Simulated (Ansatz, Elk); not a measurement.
# How far do independent atoms describe LuCrGa4Ir?

Structure refinements treat a crystal as free atoms side by side. For a made-up structure of LuCrGa4Ir (cell and positions from a PBEsol relaxation) the runs below show what the calculated density changes in F(hkl).

Main program and level: Elk 11.2.3 (patched build); DFT, PBE, all-electron APW+lo, Dirac cores, scalar-relativistic bands, static density, ferromagnetic start.

This account leaves out most program logs.

The structure was built from a prototype and need not be the compound's stable phase.

### Step 1. Set-up

The structure is tetragonal, space group P4/mmm (No. 123). The conventional cell has a = 4.266 Å, b = 4.266 Å, c = 6.590 Å, α = 90.00°, β = 90.00°, γ = 90.00°. Ir has 8 Ga at 2.54 Å nearest. Nearest to Lu lie 8 Ga at 2.87 Å and 4 Cr at 3.02 Å. Nearest to Ga lie 2 Ir at 2.54 Å and 1 Ga at 2.75 Å and 2 Cr at 2.87 Å and 2 Lu at 2.87 Å. Nearest to Cr lie 8 Ga at 2.87 Å and 4 Lu at 3.02 Å. Farther neighbours are not listed.

Coordinates:

```cif
data_structure
_symmetry_space_group_name_H-M 'P 1'
_symmetry_Int_Tables_number 1
_cell_length_a 4.2656
_cell_length_b 4.2656
_cell_length_c 6.5899
_cell_angle_alpha 90.000
_cell_angle_beta 90.000
_cell_angle_gamma 90.000
_cell_volume 119.91
loop_
_atom_site_label
_atom_site_type_symbol
_atom_site_fract_x
_atom_site_fract_y
_atom_site_fract_z
_atom_site_occupancy
Ir1 Ir 0.00000 0.00000 0.50000 1
Lu2 Lu 0.00000 0.00000 0.00000 1
Ga3 Ga 0.50000 0.00000 0.70842 1
Ga4 Ga 0.00000 0.50000 0.70842 1
Ga5 Ga 0.50000 0.00000 0.29158 1
Ga6 Ga 0.00000 0.50000 0.29158 1
Cr7 Cr 0.50000 0.50000 0.00000 1
```

### Step 2. Ground state and structure factors

An all-electron density is needed, since X-rays see the cores too. Task 0 finds the density and task 195 Fourier-transforms it; tshift is off so that phases refer to the origin typed.

elk.in reads:

```
tasks
  0
  195
  196

xctype
  20

spinpol
  .true.

rgkmax
  7.0

gmaxvr
  14.0

lmaxo
  7

lmaxapw
  8

swidth
  0.002

tshift
  .false.

ramdisk
  .false.

hmaxvr
  5.5

maxscl
  120

epspot
  1e-06

reducebf
  0.8

sppath
  './'

avec
  8.06084604005 0.00000000000 0.00000000000
  0.00000000000 8.06084604005 0.00000000000
  0.00000000000 0.00000000000 12.45310431193

atoms
  4
  'Ir.in'
  1
  0.0000000000 0.0000000000 0.5000000000   0.000000 0.000000 0.000000
  'Lu.in'
  1
  0.0000000000 0.0000000000 0.0000000000   0.000000 0.000000 0.000000
  'Ga.in'
  4
  0.5000000000 -0.0000000000 0.7084164372   0.000000 0.000000 0.000000
  -0.0000000000 0.5000000000 0.7084164372   0.000000 0.000000 0.000000
  0.5000000000 -0.0000000000 0.2915835628   0.000000 0.000000 0.000000
  -0.0000000000 0.5000000000 0.2915835628   0.000000 0.000000 0.000000
  'Cr.in'
  1
  0.5000000000 0.5000000000 0.0000000000   0.000000 0.000000 -0.170000

ngridk
  5 5 3
```

The run is started by

```sh
$ OMP_NUM_THREADS=4 elk
```

Elapsed: 7.2 min, on 4 threads of Intel Xeon 6975P-C (Granite Rapids), shared host; peak memory 0.77 GiB; 26 min of CPU time.

SFACRHO.OUT:

```text

h k l indices transformed by vhmat matrix:
   1.000000000       0.000000000       0.000000000    
   0.000000000       1.000000000       0.000000000    
   0.000000000       0.000000000       1.000000000    

      h      k      l  multipl.   |H|            Re(F)            Im(F)           |F|

      0      0      0      1   0.0000000       296.00000      0.19754309E-16   296.00000    
      0      0     -1      2  0.50454771      -14.108997      0.33698264E-13   14.108997    
      0     -1      0      4  0.77946971       116.60353     -0.89041452E-14   116.60353    
      0     -1     -1      8  0.92851571      -26.228848      0.28523376E-13   26.228848    
      0      0     -2      2   1.0090954       59.530029      0.11245413E-13   59.530029    
     -1     -1      0      4   1.1023366       44.647470     -0.78413706E-14   44.647470    
     -1     -1      1      8   1.2123178       39.499110     -0.67682203E-14   39.499110    
      0      1     -2      8   1.2750869       107.97841     -0.46937125E-13   107.97841    
     -1      1     -2      8   1.4944630       221.35596     -0.84336139E-13   221.35596    
      0      0      3      2   1.5136431       79.204921      0.11789695E-12   79.204921    
      2      0      0      4   1.5589394       231.03317     -0.15648483E-13   231.03317    
     -2      0     -1      8   1.6385544      -12.109477      0.29308220E-13   12.109477    
      0     -1      3      8   1.7025535      -20.671698      0.20501977E-13   20.671698    
     -1     -2      0      8   1.7429473       99.955170     -0.30311199E-15   99.955170    
      2     -1      1     16   1.8145064      -20.065881     -0.14905436E-13   20.065881    
      0     -2      2      8   1.8570314       52.800524     -0.29902298E-13   52.800524    
      1     -1     -3      8   1.8725014      -51.091685      0.29730594E-13   51.091685    
      1     -2     -2     16   2.0139858       95.674004     -0.57960722E-13   95.674004
```

Elk indexes on the primitive cell of elk.in and gives |H| = 4π sin θ/λ in inverse bohr. Below, one row stands for each form hkl of the conventional cell (m members, Friedel mates merged), F is for one primitive cell and the density is static (no thermal factor). Free-atom factors are Waasmaier and Kirfel's, and R is Σm||F|−|F'||/Σm|F|.

| hkl | m | sin θ/λ (Å⁻¹) | abs F, DFT | neutral atoms | diff. |
| --- | --- | --- | --- | --- | --- |
| 001 | 2 | 0.076 | 14.109 | 14.068 | +0.041 |
| 100 | 4 | 0.117 | 116.603 | 116.092 | +0.511 |
| 101 | 8 | 0.140 | 26.229 | 26.157 | +0.072 |
| 002 | 2 | 0.152 | 59.530 | 59.706 | -0.176 |
| 110 | 4 | 0.166 | 44.648 | 45.029 | -0.381 |
| 111 | 8 | 0.182 | 39.499 | 40.012 | -0.513 |
| 102 | 8 | 0.192 | 107.978 | 107.938 | +0.040 |
| 112 | 8 | 0.225 | 221.356 | 222.529 | -1.173 |
| 003 | 2 | 0.228 | 79.205 | 80.152 | -0.947 |
| 200 | 4 | 0.234 | 231.033 | 232.306 | -1.273 |
| 201 | 8 | 0.246 | 12.110 | 12.095 | +0.015 |
| 103 | 8 | 0.256 | 20.672 | 20.991 | -0.319 |
| 210 | 8 | 0.262 | 99.955 | 100.212 | -0.257 |
| 211 | 16 | 0.273 | 20.066 | 20.361 | -0.295 |
| 202 | 8 | 0.279 | 52.800 | 52.636 | +0.165 |
| 113 | 8 | 0.282 | 51.092 | 51.434 | -0.343 |
| 212 | 16 | 0.303 | 95.674 | 95.812 | -0.138 |
| 004 | 2 | 0.303 | 167.742 | 168.364 | -0.622 |

### Step 3. The magnetisation density

The same run holds the spin density, and task 196 transforms it. The order is that of the start, and no other was tried.

SFACMAG_1.OUT:

```text

h k l indices transformed by vhmat matrix:
   1.000000000       0.000000000       0.000000000    
   0.000000000       1.000000000       0.000000000    
   0.000000000       0.000000000       1.000000000    

      h      k      l  multipl.   |H|            Re(F)            Im(F)           |F|

      0      0      0      1   0.0000000       4.1882482      0.32188143E-17   4.1882482    
      0      0     -1      2  0.50454771       3.5076299      0.47659803E-16   3.5076299    
      0     -1      0      4  0.77946971      -2.9860827     -0.30985908E-15   2.9860827    
      0     -1     -1      8  0.92851571      -2.8794988     -0.27283035E-15   2.8794988    
      0      0     -2      2   1.0090954       2.7970887     -0.45330622E-16   2.7970887    
     -1     -1      0      4   1.1023366       2.5931696      0.54048175E-15   2.5931696    
     -1     -1      1      8   1.2123178       2.3151750      0.51883511E-15   2.3151750    
      0      1     -2      8   1.2750869      -2.1058754      0.21374826E-15   2.1058754    
     -1      1     -2      8   1.4944630       1.8058297      0.12597688E-15   1.8058297    
      0      0      3      2   1.5136431       1.8994965      0.44311315E-16   1.8994965    
      2      0      0      4   1.5589394       1.6310930     -0.40961145E-15   1.6310930    
     -2      0     -1      8   1.6385544       1.4617845      0.41942176E-15   1.4617845    
      0     -1      3      8   1.7025535      -1.4689637     -0.17027544E-15   1.4689637    
     -1     -2      0      8   1.7429473      -1.4128374     -0.55364398E-15   1.4128374    
      2     -1      1     16   1.8145064      -1.3465390      0.18838074E-15   1.3465390    
      0     -2      2      8   1.8570314       1.2535133      0.32682232E-15   1.2535133
```

The total moment is 4.19 μB a cell; sphere moments: Ir1 +0.10, Lu2 +0.08, Ga3 0.00, Ga4 0.00, Ga5 0.00, Ga6 0.00, Cr7 +3.48 μB. Polarised neutrons measure spin and orbital magnetisation together; without spin-orbit coupling the run gives the spin part:

| hkl | sin θ/λ (Å⁻¹) | abs F_M (μB) |
| --- | --- | --- |
| 001 | 0.076 | 3.508 |
| 100 | 0.117 | 2.986 |
| 101 | 0.140 | 2.880 |
| 002 | 0.152 | 2.797 |
| 110 | 0.166 | 2.593 |
| 111 | 0.182 | 2.315 |
| 102 | 0.192 | 2.106 |
| 112 | 0.225 | 1.806 |
| 003 | 0.228 | 1.899 |
| 200 | 0.234 | 1.631 |
| 201 | 0.246 | 1.462 |
| 103 | 0.256 | 1.469 |
| 210 | 0.262 | 1.413 |
| 211 | 0.273 | 1.347 |

### Step 4. The highest occupied states alone

An energy window below the Fermi level keeps the highest occupied states, to see at which angles they scatter; shallow core shells can lie inside it and anion s states outside. No new self-consistency is needed.

elk.in, as its differences from that of step 2:

```diff
@@ -1,5 +1,3 @@
 tasks
-  0
   195
-  196
 
@@ -44,2 +42,5 @@
 
+wsfac
+  -0.254530 0.596710
+
 sppath
```

The run is started by

```sh
$ OMP_NUM_THREADS=4 elk
```

It took 14 s on 4 threads; peak memory 0.53 GiB.

States within 15 eV below the Fermi level hold 84.00 electrons; any levels below the window count with the cores. Their amplitudes can exceed the total, where window and core parts have opposite phase:

| hkl | sin θ/λ (Å⁻¹) | abs F, window | abs F, all |
| --- | --- | --- | --- |
| 001 | 0.076 | 0.757 | 14.109 |
| 100 | 0.117 | 15.983 | 116.603 |
| 101 | 0.140 | 4.721 | 26.229 |
| 002 | 0.152 | 12.388 | 59.530 |
| 110 | 0.166 | 17.190 | 44.648 |
| 111 | 0.182 | 20.119 | 39.499 |
| 102 | 0.192 | 12.200 | 107.978 |
| 112 | 0.225 | 40.820 | 221.356 |
| 003 | 0.228 | 31.757 | 79.205 |
| 200 | 0.234 | 43.400 | 231.033 |

### Step 5. Another functional

The difference from free atoms is small, so it is set against the change that LDA (Perdew-Wang) makes.

elk.in, as its differences from that of step 4:

```diff
@@ -1,6 +1,8 @@
 tasks
+  0
   195
+  196
 
 xctype
-  20
+  3
 
@@ -42,5 +44,2 @@
 
-wsfac
-  -0.254530 0.596710
-
 sppath
```

The run is started by

```sh
$ OMP_NUM_THREADS=4 elk
```

Elapsed: 5 min, on 4 threads; peak memory 0.55 GiB; 17 min of CPU time.

Against the first run R = 0.02 %; the largest change is -0.100 at 220. The moment goes from 4.19 to 4.09 μB.

### Step 6. Basis size

A smaller basis shows how fast F responds to it; the change is likely larger than the basis error of the first run, but doesn't show convergence.

elk.in, as its differences from that of step 5:

```diff
@@ -6,3 +6,3 @@
 xctype
-  3
+  20
 
@@ -12,3 +12,3 @@
 rgkmax
-  7.0
+  5.5
```

The run is started by

```sh
$ OMP_NUM_THREADS=4 elk
```

Run time: 7.4 min. Hardware: 4 threads; peak memory 0.75 GiB; 27 min of CPU time.

Against the first run R = 0.03 %; the largest change is +0.190 at 220. The moment goes from 4.19 to 4.19 μB.

### Step 7. Settings against the effect

| run | R against the first run (%) | R against neutral atoms, low angle (%) | wall time |
| --- | --- | --- | --- |
| PBE, rgkmax 7 | 0.00 | 0.54 | 7.2 min |
| LDA (Perdew-Wang) | 0.02 | 0.54 | 5 min |
| rgkmax 5.5 | 0.03 | 0.53 | 7.4 min |

### Step 8. Outcome

```
R against neutral atoms, sin θ/λ < 0.3 Å⁻¹ : 0.54 %
R against neutral atoms, 0.3 to 0.72 Å⁻¹   : 0.20 %
```

In words: Independent neutral atoms miss the calculated amplitudes by R = 0.54 % below 0.3 Å⁻¹ and 0.20 % from there to 0.72 Å⁻¹; by shells, 0.38 % below 0.15 Å⁻¹ (3 forms), 0.55 % 0.15 to 0.3 (13 forms), 0.22 % 0.3 to 0.45 (28 forms), 0.20 % above 0.45 (105 forms). Bonding, aspherical density and the tables' own atoms all enter these figures, and the runs don't part them. The largest change of an amplitude is -1.27 electrons, at 200. The relaxation gave a moment of 3.80 μB against 4.19 μB here, so the moment isn't settled. The magnetic order is that of the start. No other order was tried here, and an antiferromagnetic one would change or move the magnetic intensity. The window's part falls from 84.0 electrons at the origin to at most 19.93 between 0.45 and 0.72 Å⁻¹, where compact states inside the window still scatter. The window holds more than the 44 outer electrons of the free atoms, so shallow core shells lie inside it. Below 0.3 Å⁻¹ the changes that finished (LDA (Perdew-Wang) and rgkmax 5.5) move F by R = 0.03 % at most, against the 0.54 % that separates it from free atoms. The magnetic factors move by R = 2.8 % (LDA (Perdew-Wang)) and 1.0 % (rgkmax 5.5), so they aren't settled to better than that. The k-mesh has no finished test. Spin-orbit coupling is left out, which can matter for elements this heavy. Part of the difference isn't bonding: the tables are fits to free atoms and ions calculated by other methods than this functional. Thermal motion, anomalous dispersion and extinction are left out.

[Logs are printed without paths, hosts, clocks, repeated set-up lines and the standing remarks that a program may print on its own settings, such as how far it seeks lower states.]

[Hosts, paths, dates, database ids (printed as entryN), source tags and the programs' standing remarks are cut or masked in the printed files.]
